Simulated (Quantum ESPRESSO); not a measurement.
# KNa (Pm-3m): phonons by linear response

How does KNa (Pm-3m) vibrate, and is this structure a minimum?

Main program and level: Quantum ESPRESSO 7.5; DFT LDA, scalar-relativistic, plane waves, PseudoDojo norm-conserving pseudopotentials.

The structure was built from a prototype and need not be the compound's stable phase.

## 1. Set-up

The structure is cubic, space group Pm-3m (No. 221). The conventional cell has a = 4.696 Å, b = 4.696 Å, c = 4.696 Å, α = 90.00°, β = 90.00°, γ = 90.00°. Nearest to K lie 8 Na at 4.07 Å. Na has 8 K at 4.07 Å nearest. Farther neighbours are not listed.

## 2. A first look

A cheap run with smearing and empty bands tells whether the crystal has a gap, which decides between fixed occupations and smearing later on.

The input, probe.in:

```
&control
   calculation = 'scf'
   prefix = 'x'
   outdir = './tmp'
   pseudo_dir = './pseudo'
   tprnfor = .true.
   tstress = .true.
   verbosity = 'high'
/
&system
   ibrav = 1
   celldm(1) = 8.8739212
   nat = 2
   ntyp = 2
   ecutwfc = 88.0
   occupations = 'smearing'
   smearing = 'gaussian'
   degauss = 0.01
/
&electrons
   conv_thr = 1.0d-07
   mixing_beta = 0.7
   electron_maxstep = 100
/
ATOMIC_SPECIES
 K      39.0983  K.upf
 Na     22.9898  Na.upf
ATOMIC_POSITIONS crystal
 K      0.000000000   0.000000000   0.000000000
 Na     0.500000000   0.500000000   0.500000000
K_POINTS automatic
 4 4 4 0 0 0
```

Started as:

```sh
$ OMP_NUM_THREADS=1 mpirun -n 4 pw.x -nk 4 -in probe.in > probe.out
```

Log:

```text
[banners, grids, parts of the stress and lines that vanish by symmetry left out]
Program PWSCF v.7.5
     bravais-lattice index     =            1
     lattice parameter (alat)  =       8.8739  a.u.
[...]
kinetic-energy cutoff     =      88.0000  Ry
     charge density cutoff     =     352.0000  Ry
     scf convergence threshold =      1.0E-07
[...]
Exchange-correlation= SLA  PW   NOGX NOGC
                           (   1   4   0   0   0   0   0)
[...]
48 Sym. Ops., with inversion, found
[...]
(     0          1          0      )
                  (     0          0          1      )
[...]
(  0.0000000  1.0000000  0.0000000 )
                  (  0.0000000  0.0000000  1.0000000 )
[...]
(     0         -1          0      )
                  (     0          0          1      )
[...]
(  0.0000000 -1.0000000  0.0000000 )
[...]
(     0          0          1      )
                  (     1          0          0      )
[...]
( -1.0000000  0.0000000  0.0000000 )
                  (  0.0000000  1.0000000  0.0000000 )
[...]
number of k points=    10  Gaussian smearing, width (Ry)=  0.0100
[...]
End of self-consistent calculation
[...]
the Fermi energy is     1.5966 ev
!    total energy              =    -151.06501248 Ry
[...]
convergence has been achieved in   5 iterations
[...]
atom    1 type  1   force =     0.00000000    0.00000000    0.00000000
     atom    2 type  2   force =     0.00000000    0.00000000    0.00000000
[...]
Total force =     0.000000     Total SCF correction =     0.000000
[...]
total   stress  (Ry/bohr**3)                   (kbar)     P=       -3.82
[...]
XML data file, charge density, pseudopotentials, collected wavefunctions

   JOB DONE.
```

Wall time 4.5 s (4 MPI ranks of Arm Neoverse V2, shared host); 18 s of CPU time.

This step gave:

| Item | Value |
| --- | --- |
| volume per atom | 51.77 Å³ |
| pressure | -0.3820 GPa |
| gap on the k-mesh | 0 eV |

No gap opens on this mesh, so smearing is kept; the start stands at -0.38 GPa.

## 3. Relaxation

The relaxation runs at a cutoff a fifth above that of the response, since stress converges more slowly with the basis than frequencies do. Forces and stress are brought to rest with tight thresholds.

The input, relax.in:

```
&control
   calculation = 'vc-relax'
   prefix = 'x'
   outdir = './tmp'
   pseudo_dir = './pseudo'
   tprnfor = .true.
   tstress = .true.
   forc_conv_thr = 2.0d-05
   etot_conv_thr = 1.0d-07
   nstep = 40
/
&system
   ibrav = 1
   celldm(1) = 8.8739212
   nat = 2
   ntyp = 2
   ecutwfc = 106
   occupations = 'smearing'
   smearing = 'mp'
   degauss = 0.02
/
&electrons
   conv_thr = 1.0d-11
   mixing_beta = 0.7
   electron_maxstep = 100
/
&ions
/
&cell
   press_conv_thr = 0.2
/
ATOMIC_SPECIES
 K      39.0983  K.upf
 Na     22.9898  Na.upf
ATOMIC_POSITIONS crystal
 K      0.000000000   0.000000000   0.000000000
 Na     0.500000000   0.500000000   0.500000000
K_POINTS automatic
 8 8 8 0 0 0
```

Started as:

```sh
$ OMP_NUM_THREADS=1 mpirun -n 4 pw.x -nk 4 -in relax.in > relax.out
```

Log:

```text
[banners, grids, parts of the stress and lines that vanish by symmetry left out]
[banner, memory and clock lines left out]
Program PWSCF v.7.5

[...]
kinetic-energy cutoff     =     106.0000  Ry
     charge density cutoff     =     424.0000  Ry
     scf convergence threshold =      1.0E-11
[...]
energy convergence thresh.=      1.0E-07
     force convergence thresh. =      2.0E-05
     press convergence thresh. =      2.0E-01
     Exchange-correlation= SLA  PW   NOGX NOGC
                           (   1   4   0   0   0   0   0)
[...]
48 Sym. Ops., with inversion, found
[...]
number of k points=    35  Methfessel-Paxton smearing, width (Ry)=  0.0200
[...]
End of self-consistent calculation
[...]
the Fermi energy is     1.7975 ev
!    total energy              =    -151.06680652 Ry
[...]
convergence has been achieved in   8 iterations
[...]
atom    1 type  1   force =     0.00000000    0.00000000    0.00000000
     atom    2 type  2   force =     0.00000000    0.00000000    0.00000000
     Total force =     0.000000     Total SCF correction =     0.000000
[...]
total   stress  (Ry/bohr**3)                   (kbar)     P=       -4.45
[...]
number of bfgs steps    =   0
[...]
CELL_PARAMETERS (alat=  8.87392120)
[...]
ATOMIC_POSITIONS (crystal)
K                0.0000000000        0.0000000000        0.0000000000
Na               0.5000000000        0.5000000000        0.5000000000
[...]
New effective cutoffs (rho, wfc):  424.27  106.15
[...]
End of self-consistent calculation
[...]
the Fermi energy is     1.8072 ev
!    total energy              =    -151.06685387 Ry
[...]
convergence has been achieved in   3 iterations
[...]
atom    1 type  1   force =     0.00000000    0.00000000    0.00000000
     atom    2 type  2   force =     0.00000000    0.00000000    0.00000000
     Total force =     0.000000     Total SCF correction =     0.000000
[...]
total   stress  (Ry/bohr**3)                   (kbar)     P=       -4.35
[...]
number of bfgs steps    =   1
[...]
WARNING: bfgs curvature condition failed, Theta= 0.820
[...]
CELL_PARAMETERS (alat=  8.87392120)
[...]
ATOMIC_POSITIONS (crystal)
K                0.0000000000        0.0000000000        0.0000000000
Na               0.5000000000        0.5000000000        0.5000000000
[...]
New effective cutoffs (rho, wfc):  425.23  106.40
[...]
End of self-consistent calculation
[...]
the Fermi energy is     1.8218 ev
!    total energy              =    -151.06692273 Ry
[...]
convergence has been achieved in   4 iterations
[...]
atom    1 type  1   force =     0.00000000    0.00000000    0.00000000
     atom    2 type  2   force =     0.00000000    0.00000000    0.00000000
     Total force =     0.000000     Total SCF correction =     0.000000
[...]
total   stress  (Ry/bohr**3)                   (kbar)     P=       -4.20
[...]
number of bfgs steps    =   2
[...]
CELL_PARAMETERS (alat=  8.87392120)
[...]
ATOMIC_POSITIONS (crystal)
[...]
New effective cutoffs (rho, wfc):  426.69  106.76
[...]
End of self-consistent calculation
[...]
the Fermi energy is     1.8438 ev
[...]
the Fermi energy is     2.0050 ev
!    total energy              =    -151.06754407 Ry
[...]
convergence has been achieved in   5 iterations
[...]
atom    1 type  1   force =     0.00000000    0.00000000    0.00000000
     atom    2 type  2   force =     0.00000000    0.00000000    0.00000000
     Total force =     0.000000     Total SCF correction =     0.000000
[...]
total   stress  (Ry/bohr**3)                   (kbar)     P=       -2.16
[...]
number of bfgs steps    =   6
[...]
the Fermi energy is     2.1247 ev
!    total energy              =    -151.06771350 Ry
[...]
convergence has been achieved in   6 iterations
[...]
atom    1 type  1   force =     0.00000000    0.00000000    0.00000000
     atom    2 type  2   force =     0.00000000    0.00000000    0.00000000
     Total force =     0.000000     Total SCF correction =     0.000000
[...]
total   stress  (Ry/bohr**3)                   (kbar)     P=       -0.69
[...]
number of bfgs steps    =   7
[...]
New effective cutoffs (rho, wfc):  448.63  112.25
[...]
the Fermi energy is     2.1809 ev
!    total energy              =    -151.06773102 Ry
[...]
convergence has been achieved in   5 iterations
[...]
atom    1 type  1   force =     0.00000000    0.00000000    0.00000000
     atom    2 type  2   force =     0.00000000    0.00000000    0.00000000
     Total force =     0.000000     Total SCF correction =     0.000000
[...]
total   stress  (Ry/bohr**3)                   (kbar)     P=        0.04
[...]
number of bfgs steps    =   8
[...]
CELL_PARAMETERS (alat=  8.87392120)
[...]
ATOMIC_POSITIONS (crystal)
[...]
New effective cutoffs (rho, wfc):  448.44  112.20
[...]
End of self-consistent calculation
[...]
the Fermi energy is     2.1780 ev
!    total energy              =    -151.06773107 Ry
[...]
convergence has been achieved in   4 iterations
[...]
atom    1 type  1   force =     0.00000000    0.00000000    0.00000000
     atom    2 type  2   force =     0.00000000    0.00000000    0.00000000
     Total force =     0.000000     Total SCF correction =     0.000000
[...]
total   stress  (Ry/bohr**3)                   (kbar)     P=       -0.00
[...]
bfgs converged in  10 scf cycles and   9 bfgs steps
[...]
End of BFGS Geometry Optimization
     Final enthalpy           =    -151.0677310662 Ry
     File ./tmp/x.bfgs deleted, as requested
[...]
CELL_PARAMETERS (alat=  8.87392120)
[...]
ATOMIC_POSITIONS (crystal)
K                0.0000000000        0.0000000000        0.0000000000
Na               0.5000000000        0.5000000000        0.5000000000
[...]
Final scf calculation at the relaxed structure.
[...]
kinetic-energy cutoff     =     106.0000  Ry
     charge density cutoff     =     424.0000  Ry
     scf convergence threshold =      1.0E-13
[...]
press convergence thresh. =      2.0E-01
     Exchange-correlation= SLA  PW   NOGX NOGC
                           (   1   4   0   0   0   0   0)
[...]
48 Sym. Ops., with inversion, found
[...]
number of k points=    35  Methfessel-Paxton smearing, width (Ry)=  0.0200
[...]
c_bands:  2 eigenvalues not converged
     c_bands:  1 eigenvalues not converged
     c_bands:  1 eigenvalues not converged
     c_bands:  1 eigenvalues not converged
[...]
End of self-consistent calculation
[...]
the Fermi energy is     2.1780 ev
!    total energy              =    -151.06772863 Ry
[...]
convergence has been achieved in   9 iterations
[...]
atom    1 type  1   force =     0.00000000    0.00000000    0.00000000
     atom    2 type  2   force =     0.00000000    0.00000000    0.00000000
     Total force =     0.000000     Total SCF correction =     0.000000
[...]
total   stress  (Ry/bohr**3)                   (kbar)     P=        0.00
[...]
XML data file, charge density, pseudopotentials, collected wavefunctions
```

It took 1.9 min on 4 MPI ranks.

Relaxation path:

```
step  energy less that of the first step (eV)  largest force (eV/Å)  pressure (GPa)  volume (Å³)
   1                                   0.0000                0.0000           -0.45       103.55
   2                                  -0.0006                0.0000           -0.43       103.32
   3                                  -0.0016                0.0000           -0.42       102.96
   4                                  -0.0029                0.0000           -0.40       102.44
   5                                  -0.0048                0.0000           -0.36       101.65
   6                                  -0.0072                0.0000           -0.30       100.48
   7                                  -0.0100                0.0000           -0.22        98.75
   8                                  -0.0123                0.0000           -0.07        96.18
   9                                  -0.0126                0.0000            0.00        95.02
  10                                  -0.0126                0.0000            0.00        95.08
  11                                  -0.0125                0.0000            0.00        95.08
```

```csv
"conventional cell, symmetrised",before,after,change
a (Å),4.696,4.564,-2.8 %
b (Å),4.696,4.564,-2.8 %
c (Å),4.696,4.564,-2.8 %
volume (Å³/atom),51.77,47.54,-8.2 %
```

Final coordinates:

```
CELL_PARAMETERS angstrom
4.56411 0.00000 0.00000
0.00000 4.56411 0.00000
0.00000 0.00000 4.56411
ATOMIC_POSITIONS crystal
K 0.00000 0.00000 0.00000
Na 0.50000 0.50000 0.50000
```

The last row of the table of steps is pw.x's closing run on a basis chosen anew for the final cell, so its energy can jump.

Read from the output:

```
volume per atom : 47.54 Å³
pressure        : 0 GPa
```

The volume changes by -8.2 % from the cell with which this run began.

## 4. Self-consistent run for the response

The response is built on this ground state, so it is converged far tighter than an energy would need. Smearing stays on, as the first look found no gap above 0.3 eV.

The input, scf.in:

```
&control
   calculation = 'scf'
   prefix = 'x'
   outdir = './tmp'
   pseudo_dir = './pseudo'
   tprnfor = .true.
   tstress = .true.
/
&system
   ibrav = 1
   celldm(1) = 8.62491216
   nat = 2
   ntyp = 2
   ecutwfc = 88.0
   occupations = 'smearing'
   smearing = 'mp'
   degauss = 0.02
/
&electrons
   conv_thr = 1.0d-12
   mixing_beta = 0.7
   electron_maxstep = 100
/
ATOMIC_SPECIES
 K      39.0983  K.upf
 Na     22.9898  Na.upf
ATOMIC_POSITIONS crystal
 K      0.000000000   0.000000000   0.000000000
 Na     0.500000000   0.500000000   0.500000000
K_POINTS automatic
 8 8 8 0 0 0
```

Started as:

```sh
$ OMP_NUM_THREADS=1 mpirun -n 4 pw.x -nk 4 -in scf.in > scf.out
```

Log:

```text
[banners, grids, parts of the stress and lines that vanish by symmetry left out]
[banner, memory and clock lines left out]
Program PWSCF v.7.5

[...]
kinetic-energy cutoff     =      88.0000  Ry
     charge density cutoff     =     352.0000  Ry
     scf convergence threshold =      1.0E-12
[...]
Exchange-correlation= SLA  PW   NOGX NOGC
                           (   1   4   0   0   0   0   0)
[...]
48 Sym. Ops., with inversion, found
[...]
number of k points=    35  Methfessel-Paxton smearing, width (Ry)=  0.0200
[...]
End of self-consistent calculation
[...]
the Fermi energy is     2.1780 ev
!    total energy              =    -151.06770150 Ry
[...]
convergence has been achieved in   9 iterations
[...]
atom    1 type  1   force =     0.00000000    0.00000000    0.00000000
     atom    2 type  2   force =     0.00000000    0.00000000    0.00000000
     Total force =     0.000000     Total SCF correction =     0.000000
[...]
total   stress  (Ry/bohr**3)                   (kbar)     P=       -0.01
[...]
XML data file, charge density, pseudopotentials, collected wavefunctions
```

Wall time 16 s (4 MPI ranks).

This step gave:

| Property | Result |
| --- | --- |
| pressure | -0.001 GPa |

The cell stands at -0.001 GPa, close enough for phonons.

[end of part 1 of 3]

[Host names and launcher messages were left out of these logs when they were recorded.]

[Logs are printed without paths, hosts, clocks, repeated set-up lines and the standing remarks that a program may print on its own settings, such as how far it seeks lower states.]

[Hosts, paths, dates, database ids (printed as entryN), source tags and the programs' standing remarks are cut or masked in the printed files.]
